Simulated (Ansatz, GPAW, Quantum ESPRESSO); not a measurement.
# Simulated XPS, UPS and emission spectra of Tl, part 2 of 2

What would valence photoemission of Tl look like, and what sets its shape? Spin–orbit coupling is left out of the bands throughout.

Ansatz 0.2.0, Quantum ESPRESSO 7.5 and GPAW 26.7.0; DFT, LDA, plane-wave PAW, default files, scalar-relativistic (the session's first sound run).

So far. Step 4 (Another volume): Of the bands kept, 3 cross the Fermi level on this path. Step 5 (Quantum ESPRESSO: self-consistent run): The run ends at a pressure of -3.41 GPa.

### Step 8. Quantum ESPRESSO: bands

The bands are solved at chosen points on the fixed potential.

Input file bands.in:

```
&control
  calculation = 'bands'
  prefix = 'pes'
  outdir = './tmp'
  pseudo_dir = './pp'
  verbosity = 'high'
/
&system
  ibrav = 0
  nat = 2
  ntyp = 1
  ecutwfc = 40.0
  ecutrho = 200.0
  occupations = 'smearing'
  nbnd = 21
  smearing = 'fd'
  degauss = 0.00367
/
&electrons
  conv_thr = 2e-09
  mixing_beta = 0.5
  electron_maxstep = 120
  diago_full_acc = .true.
/
ATOMIC_SPECIES
Tl 204.3800 tl_lda_v1.2.uspp.F.UPF
CELL_PARAMETERS angstrom
 3.456000000 0.000000000 0.000000000
 -1.728000000 2.992983795 0.000000000
 0.000000000 0.000000000 5.525000000
ATOMIC_POSITIONS crystal
Tl 0.666666667 0.333333333 0.750000000
Tl 0.333333333 0.666666667 0.250000000
K_POINTS crystal
93
 0.00000000 0.00000000 0.00000000 1
 0.05000000 0.00000000 0.00000000 1
 0.10000000 0.00000000 0.00000000 1
 0.15000000 0.00000000 0.00000000 1
 0.20000000 0.00000000 0.00000000 1
 0.25000000 0.00000000 0.00000000 1
 ! [... 85 more points ...]
 0.33333300 0.33333300 0.05000000 1
 0.33333300 0.33333300 0.00000000 1
```

Started as:

```console
OMP_NUM_THREADS=1 mpirun -n 2 pw.x -nk 2 -in bands.in > bands.out
```

Run time: 36 s. Hardware: 2 MPI ranks of Arm Neoverse V1, shared host; 71 s of CPU time.

The electronic bands at the labelled points (eV, zero at the Fermi level; # counts the bands kept):

| point | #10 | #11 | #12 | #13 | #14 | #15 | #16 | #17 |
| --- | --- | --- | --- | --- | --- | --- | --- | --- |
| Γ | -11.01 | -10.11 | -5.19 | -2.87 | 7.89 | 7.89 | 9.98 | 9.98 |
| halfway | -10.98 | -8.89 | -4.45 | -1.42 | 1.78 | 5.27 | 5.40 | 7.94 |
| M | -10.96 | -5.85 | -4.76 | -0.76 | 0.46 | 1.31 | 3.81 | 3.82 |
| halfway | -10.98 | -5.57 | -4.55 | -0.75 | 0.92 | 1.78 | 1.98 | 3.87 |
| K | -11.00 | -4.69 | -4.69 | -1.33 | 1.73 | 1.73 | 2.75 | 3.10 |
| halfway | -10.98 | -8.48 | -4.21 | -0.97 | 1.70 | 2.52 | 6.10 | 7.17 |
| Γ | -11.01 | -10.11 | -5.19 | -2.87 | 7.89 | 7.89 | 9.98 | 9.98 |
| halfway | -11.04 | -9.76 | -6.88 | -0.50 | 7.62 | 8.16 | 8.16 | 9.65 |
| A | -11.12 | -8.67 | -8.67 | 3.31 | 3.31 | 8.87 | 8.87 | 8.87 |
| halfway | -11.11 | -7.47 | -7.47 | 2.36 | 2.36 | 4.86 | 4.86 | 6.84 |
| L | -10.97 | -4.80 | -4.80 | -2.31 | -2.31 | 5.49 | 5.49 | 6.07 |
| halfway | -10.98 | -4.58 | -4.58 | -1.83 | -1.83 | 2.53 | 2.53 | 7.00 |
| H | -11.00 | -4.18 | -4.18 | -0.94 | -0.94 | 0.20 | 0.20 | 7.57 |
| halfway | -11.03 | -7.08 | -7.08 | 2.03 | 2.03 | 4.22 | 4.22 | 5.61 |
| A | -11.12 | -8.67 | -8.67 | 3.31 | 3.31 | 8.87 | 8.87 | 8.87 |
| jump to L | -10.97 | -4.80 | -4.80 | -2.31 | -2.31 | 5.49 | 5.49 | 6.07 |
| halfway | -10.96 | -5.57 | -4.54 | -2.12 | -0.80 | 3.39 | 4.26 | 5.38 |
| M | -10.96 | -5.85 | -4.76 | -0.76 | 0.46 | 1.31 | 3.81 | 3.82 |
| jump to H | -11.00 | -4.18 | -4.18 | -0.94 | -0.94 | 0.20 | 0.20 | 7.57 |
| halfway | -11.03 | -4.47 | -4.47 | -0.92 | 0.04 | 0.04 | 1.73 | 5.43 |
| K | -11.00 | -4.69 | -4.69 | -1.33 | 1.73 | 1.73 | 2.75 | 3.10 |

Of the bands kept, 3 cross the Fermi level on this path.

### Step 9. The same cell in GPAW

This step: DFT, LDA, PAW datasets of GPAW, plane waves, scalar-relativistic (GPAW 26.7.0).

GPAW, with its own PAW datasets and plane waves, is a further check on the main run's cell.

Input file run.py:

```python
import json
import numpy as np
from ase import Atoms
from ase.parallel import paropen
from gpaw import GPAW, PW, FermiDirac, Mixer, MixerDif, setup_paths

atoms = Atoms(['Tl', 'Tl'],
              cell=[[3.456, 0.0, 0.0], [-1.728, 2.992984, 0.0], [0.0, 0.0, 5.525]],
              scaled_positions=[[0.666667, 0.333333, 0.75], [0.333333, 0.666667, 0.25]],
              pbc=(True, True, True))
params = dict(mode=PW(420),
              xc='LDA',
              kpts={'size': (12, 12, 8), 'gamma': True},
              occupations=FermiDirac(0.05),
              nbands=-8,
              maxiter=200,
              txt='gs.txt')
atoms.calc = calc = GPAW(**params)
atoms.get_potential_energy()
ef = calc.get_fermi_level()
nk, ns = len(calc.get_ibz_k_points()), calc.get_number_of_spins()
out = dict(free=atoms.get_potential_energy(force_consistent=True), ef=ef, nel=calc.get_number_of_electrons(), cell=atoms.cell[:], frac=atoms.get_scaled_positions(wrap=False),
           eig=[[calc.get_eigenvalues(k, s) for k in range(nk)] for s in range(ns)], forces=atoms.get_forces(apply_constraint=False))
dense = calc.fixed_density(kpts={'size': (18, 18, 10), 'gamma': True}, txt='dos.txt')
out['eig_dense'] = [[dense.get_eigenvalues(k, s) for k in range(len(dense.get_ibz_k_points()))] for s in range(ns)]
dos = dense.dos(shift_fermi_level=False)
e = ef + np.arange(-30, 12, 0.05)
out['e'], out['dos'] = e - ef, dos.raw_dos(e, width=0.1)
kpts = [[0.0, 0.0, 0.0], [0.05, 0.0, 0.0], [0.1, 0.0, 0.0], [0.15, 0.0, 0.0], ..., [0.333333, 0.333333, 0.0]]  # list cut here
bands = calc.fixed_density(kpts=kpts, symmetry='off', txt='bands.txt', convergence={'bands': -2})
out['band_e'] = [[bands.get_eigenvalues(k, s) for k in range(len(kpts))] for s in range(ns)]
with paropen('out.json', 'w') as f:
    json.dump(out, f, default=lambda a: a.tolist())
```

Started as:

```console
OMP_NUM_THREADS=1 mpirun -n 2 gpaw python run.py > run.log
```

The job ended after 6.8 min (2 MPI ranks; 14 min of CPU time).

This step gave:

```
free energy            : -6.304 eV
Fermi energy           : 6.888 eV
DOS at the Fermi level : 0.906 states/eV/cell
```

Electronic bands along the path, in eV, zero at the Fermi level; # counts the bands kept:

| point | #10 | #11 | #12 | #13 | #14 | #15 | #16 | #17 |
| --- | --- | --- | --- | --- | --- | --- | --- | --- |
| Γ | -11.00 | -10.06 | -5.12 | -2.88 | 7.86 | 7.86 | 9.95 | 9.95 |
| halfway | -10.96 | -8.84 | -4.37 | -1.43 | 1.77 | 5.24 | 5.40 | 7.92 |
| M | -10.94 | -5.79 | -4.72 | -0.73 | 0.45 | 1.29 | 3.79 | 3.80 |
| halfway | -10.97 | -5.50 | -4.49 | -0.73 | 0.92 | 1.76 | 1.96 | 3.84 |
| K | -10.99 | -4.63 | -4.63 | -1.34 | 1.73 | 1.73 | 2.73 | 3.08 |
| halfway | -10.97 | -8.43 | -4.14 | -0.98 | 1.69 | 2.52 | 6.09 | 7.15 |
| Γ | -11.00 | -10.06 | -5.12 | -2.88 | 7.86 | 7.86 | 9.95 | 9.95 |
| halfway | -11.02 | -9.71 | -6.83 | -0.49 | 7.60 | 8.13 | 8.13 | 9.62 |
| A | -11.11 | -8.62 | -8.62 | 3.31 | 3.31 | 8.84 | 8.84 | 8.84 |
| halfway | -11.10 | -7.42 | -7.42 | 2.37 | 2.37 | 4.84 | 4.84 | 6.81 |
| L | -10.96 | -4.74 | -4.74 | -2.31 | -2.31 | 5.47 | 5.47 | 6.05 |
| halfway | -10.97 | -4.50 | -4.50 | -1.84 | -1.84 | 2.51 | 2.51 | 6.98 |
| H | -10.99 | -4.10 | -4.10 | -0.95 | -0.95 | 0.18 | 0.18 | 7.54 |
| halfway | -11.02 | -7.03 | -7.03 | 2.04 | 2.04 | 4.20 | 4.20 | 5.59 |
| A | -11.11 | -8.62 | -8.62 | 3.31 | 3.31 | 8.84 | 8.84 | 8.84 |
| jump to L | -10.96 | -4.74 | -4.74 | -2.31 | -2.31 | 5.47 | 5.47 | 6.05 |
| halfway | -10.95 | -5.50 | -4.48 | -2.12 | -0.80 | 3.39 | 4.24 | 5.36 |
| M | -10.94 | -5.79 | -4.72 | -0.73 | 0.45 | 1.29 | 3.79 | 3.80 |
| jump to H | -10.99 | -4.10 | -4.10 | -0.95 | -0.95 | 0.18 | 0.18 | 7.54 |
| halfway | -11.01 | -4.40 | -4.40 | -0.93 | 0.03 | 0.03 | 1.71 | 5.41 |
| K | -10.99 | -4.63 | -4.63 | -1.34 | 1.73 | 1.73 | 2.73 | 3.08 |

The DOS has structure finer than the step of the table below, so its rows give means over 1 eV, whole bins alone (the curve runs from -13.1 to 7.95 eV). Peaks (eV: height): -11.4: 25.7, -11.1: 25.6.

DOS against E, zero at the Fermi level; means over each step:

| E (eV) | DOS (states/eV/cell) |
| --- | --- |
| -12 | 5.87 |
| -11 | 14.1 |
| -10 | 0.0894 |
| -9 | 0.311 |
| -8 | 0.455 |
| -7 | 0.562 |
| -6 | 0.786 |
| -5 | 0.885 |
| -4 | 0.911 |
| -3 | 0.0184 |
| -2 | 0.437 |
| -1 | 1.11 |
| 0 | 0.864 |
| 1 | 0.976 |
| 2 | 1.07 |
| 3 | 1.06 |
| 4 | 1.26 |
| 5 | 1.27 |
| 6 | 1.28 |
| 7 | 1.39 |

### Step 10. Other settings

This step: DFT, LDA, plane-wave PAW, default files, scalar-relativistic; changed: scf.convergence.dr2_threshold = 1e-09, basis.ecutrho_ratio = 6 (Ansatz 0.2.0).

Some settings are changed to see whether the read-outs move.

Input file input.yaml:

```yaml
crystal:
  lattice:
    - [3.456, 0.0, 0.0]
    - [-1.728, 2.9929837955, 0.0]
    - [0.0, 0.0, 5.525]
  atoms:
    - { symbol: Tl, position: [0.6666666667, 0.3333333333, 0.75] }
    - { symbol: Tl, position: [0.3333333333, 0.6666666667, 0.25] }
kpoints:
  mp_grid: { grid: [12, 12, 8] }
scf:
  occupations: { method: fermi_dirac, width: 0.05 }
  n_extra_bands: 8
  convergence: { dr2_threshold: 1.0e-09 }
hamiltonian:
  xc: lda
  pseudopotentials: { kind: paw }
output:
  forces: true
  stress: true
  dos:
    projected: true
    de: 0.05
    e_range: [-30, 12]
    nscf_kmesh: { grid: [24, 24, 12] }
basis:
  ecutrho_ratio: 6
```

Started as:

```console
ansatz run input.yaml --threads 2 --pin off --max-ram 6144MiB --backend cpu --events-out ev --progress --plain --runs-dir out
```

Wall time 11 s (2 threads); peak memory 0.47 GiB; 21 s of CPU time.

This step gave:

* free energy: -22293.1675 eV
* energy at zero smearing: -22293.1640 eV
* smearing term TS: 0.007023 eV
* Fermi energy: 10.04 eV
* pressure: -1.777 GPa
* share of occupied states in no projected shell: 0.0014 of the occupied states in the window
* DOS at the Fermi level: 0.7912 states/eV/cell

The DOS has structure finer than the step of the table below, so its rows give means over 1 eV, whole bins alone (the curve runs from -13.3 to 10.4 eV). Peaks (eV: height): total -11.5: 30.5, -11.0: 33.6; Tl 5d -11.5: 30.1, -11.0: 33.5; Tl 6p -1.0: 1.25, 0.9: 0.854, 1.6: 0.958, 7.0: 1.18; Tl 6s -11.6: 0.193, -4.2: 1.41, -0.9: 0.223.

Table of DOS by E, zero at the Fermi level; means over each step; values in states/eV/cell:

| E (eV) | total | Tl 5d | Tl 6p | Tl 6s |
| --- | --- | --- | --- | --- |
| -12 | 6.35 | 6.25 | 0.0481 | 0.0472 |
| -11 | 13.6 | 13.5 | 0.0862 | 0.0257 |
| -10 | 0.0943 | 5.1e-4 | 0.0232 | 0.0703 |
| -9 | 0.318 | 0.00620 | 0.129 | 0.182 |
| -8 | 0.452 | 0.0141 | 0.202 | 0.235 |
| -7 | 0.582 | 0.0210 | 0.244 | 0.316 |
| -6 | 0.792 | 0.0290 | 0.261 | 0.500 |
| -5 | 0.905 | 0.0270 | 0.193 | 0.683 |
| -4 | 0.857 | 0.0148 | 0.107 | 0.732 |
| -3 | 0.00929 | 3.9e-5 | 0.00881 | 3.6e-4 |
| -2 | 0.414 | 0.00434 | 0.369 | 0.0368 |
| -1 | 1.12 | 0.0167 | 0.929 | 0.163 |
| 0 | 0.885 | 0.0109 | 0.671 | 0.188 |
| 1 | 1.01 | 0.0125 | 0.784 | 0.190 |
| 2 | 1.02 | 0.0118 | 0.824 | 0.158 |
| 3 | 1.06 | 0.0102 | 0.874 | 0.130 |
| 4 | 1.24 | 0.00931 | 1.05 | 0.102 |
| 5 | 1.28 | 0.00790 | 1.09 | 0.0756 |
| 6 | 1.28 | 0.00549 | 1.07 | 0.0568 |
| 7 | 1.40 | 0.00355 | 1.15 | 0.0345 |
| 8 | 0.936 | 0.00164 | 0.655 | 0.0180 |
| 9 | 1.26 | 9.3e-4 | 0.383 | 0.0105 |

The free energy moves by 0.0 meV an atom against the base run, the DOS at the Fermi level from 0.79 to 0.79 states/eV.

### Step 11. One cell, several programs

Each program ran the same cell and functional with its own potentials and basis. Levels are from each run's zero of energy.

| quantity | Ansatz | QE | GPAW |
| --- | --- | --- | --- |

### Step 12. Results

* least gap on the mesh and the path: under 0.05 eV or none
* strongest listed peak within 13 eV of the zero, at 1486.7 eV: 11.5 eV binding, mostly Tl 5d
* strongest listed peak within 13 eV of the zero, at 21.2 eV: 0.9 eV binding, mostly Tl 6p
* Tl 5d centre of the filled part: -11.30 eV (10.0 states an atom)
* LDA (12 s on 2 threads): no clear gap, highest Al Kα peak within 13 eV at 11.5 eV (Tl 5d)
* coarse-dos (4.4 s on 2 threads): no clear gap, highest Al Kα peak within 13 eV at 11.3 eV (Tl 5d)
* volume × 1.04 (12 s on 2 threads): no clear gap, highest Al Kα peak within 13 eV at 11.3 eV (Tl 5d)
* qe: no clear gap, highest Al Kα peak within 13 eV at 11.3 eV (Tl 5d)
* other settings (11 s on 2 threads): no clear gap, highest Al Kα peak within 13 eV at 11.3 eV (Tl 5d)

Tl is without a gap at the base level, and its valence spectrum changes with photon energy as the shells' cross sections do. At 21.2 eV the valence spectrum has its highest listed peaks within 9.75 eV at 0.9 eV (Tl 6p), 4.3 eV (Tl 6s) and 5.8 eV (Tl 6p). At 1486.7 eV the valence spectrum has its highest listed peaks within 12.9 eV at 11.2 eV (Tl 5d) and 11.5 eV (Tl 5d). The shell named is the one with most of the intensity, cross sections included, not always the one with most states there. At 21.2 eV the area is led by Tl 6p (81 %), at 8047.8 eV by Tl 5d (90 %), a shell that the model's window at 21.2 eV leaves out. These are Kohn–Sham levels; self-energy shifts and satellites are missing. Semilocal functionals underbind filled localised shells, so the Tl 5d peak should lie deeper in a measurement, and spin–orbit coupling splits d and f lines of heavy atoms. Each run has its own recipe for the spectra (widths, photon energies, in some runs the light), so peak heights and places can differ between runs for that reason too. Spin–orbit coupling is left out, which matters for the heavy atoms here.

[Logs are printed without paths, hosts, clocks, repeated set-up lines and the standing remarks that a program may print on its own settings, such as how far it seeks lower states.]

[Hosts, paths, dates, database ids (printed as entryN), source tags and the programs' standing remarks are cut or masked in the printed files.]

[Maps of the electrostatic potential energy from Ansatz leave out the sawtooth potential of an applied field or a dipole correction, so their vacuum need not be flat; work functions include it.]

[Peak lists hold at most the 14 tallest peaks of each spectrum; further lines can be left out.]
